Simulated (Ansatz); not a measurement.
# Which shape does a chain of W atoms take?

Several starts are relaxed for a free W wire one or two atoms wide. Which ends lowest, and how do the shapes conduct?

Set-up. Ansatz 0.2.0, plane waves with PAW datasets at the program's default cutoffs, Fermi-Dirac smearing of 0.05 eV, chains in boxes 7.5 Å wide or more, moments seeded when the perfect chain is relaxed. PBE, no spin-orbit coupling; each start relaxes its atoms and period within its symmetry. Energies are at zero smearing, an atom, against the lowest. Moments are absolute ones, the integral of |ρ↑ − ρ↓|.

The runs side by side:

| start | end shape | length an atom (Å) | shortest bond (Å) | moment an atom (μB) | energy (meV) | G (G₀) | gap (eV) |
| --- | --- | --- | --- | --- | --- | --- | --- |
| triangles | zigzag | 1.49 | 2.30 | 0.00 | 0 | 3.92 | 0.00 |
| zigzag | zigzag | 1.49 | 2.30 | 0.00 | 1 | 3.91 | 0.00 |
| dimer | straight, uneven | 2.42 | 2.00 | 0.00 | 1573 | 1.8e-5 | 0.62 |
| linear | straight | 2.29 | 2.29 | 0.00 | 1915 | 6.00 | 0.00 |

What this shows: The lowest energy comes from the triangles start, which ends as a zigzag, 1915 meV an atom under the linear chain with one atom a cell. The next lies 1 meV higher (zigzag start), with nearly the same bond and a length within 1 %, so it is probably the same form, and the difference is scatter of mesh or relaxation. The conductance runs from 1.8e-5 G₀ (dimer start) to 6.00 G₀ (linear start). Starts not in the table: antiparallel.

What the numbers leave out: G is the ballistic value of the perfect, endless wire, half a G₀ a channel and spin, broadened at 300 K; a real contact scatters. Only planar forms with one or two atoms a cell were tried, each within the symmetry of its start; alternating bonds in a zigzag, helices and thicker wires were not. Meshes were fixed at the starting length, so energies are good to 15 or 20 meV and lengths to a few per cent; moments are the relaxation's, and the run that gives G can hold a somewhat different one. A wire pulled between tips is under tension, which favours longer forms than the free minimum. Spin-orbit coupling matters for this element. Series of this kind are told only where this holds: four starts or more, in boxes that share their narrower side and keep the chain far from its images. 25 of 55 did.
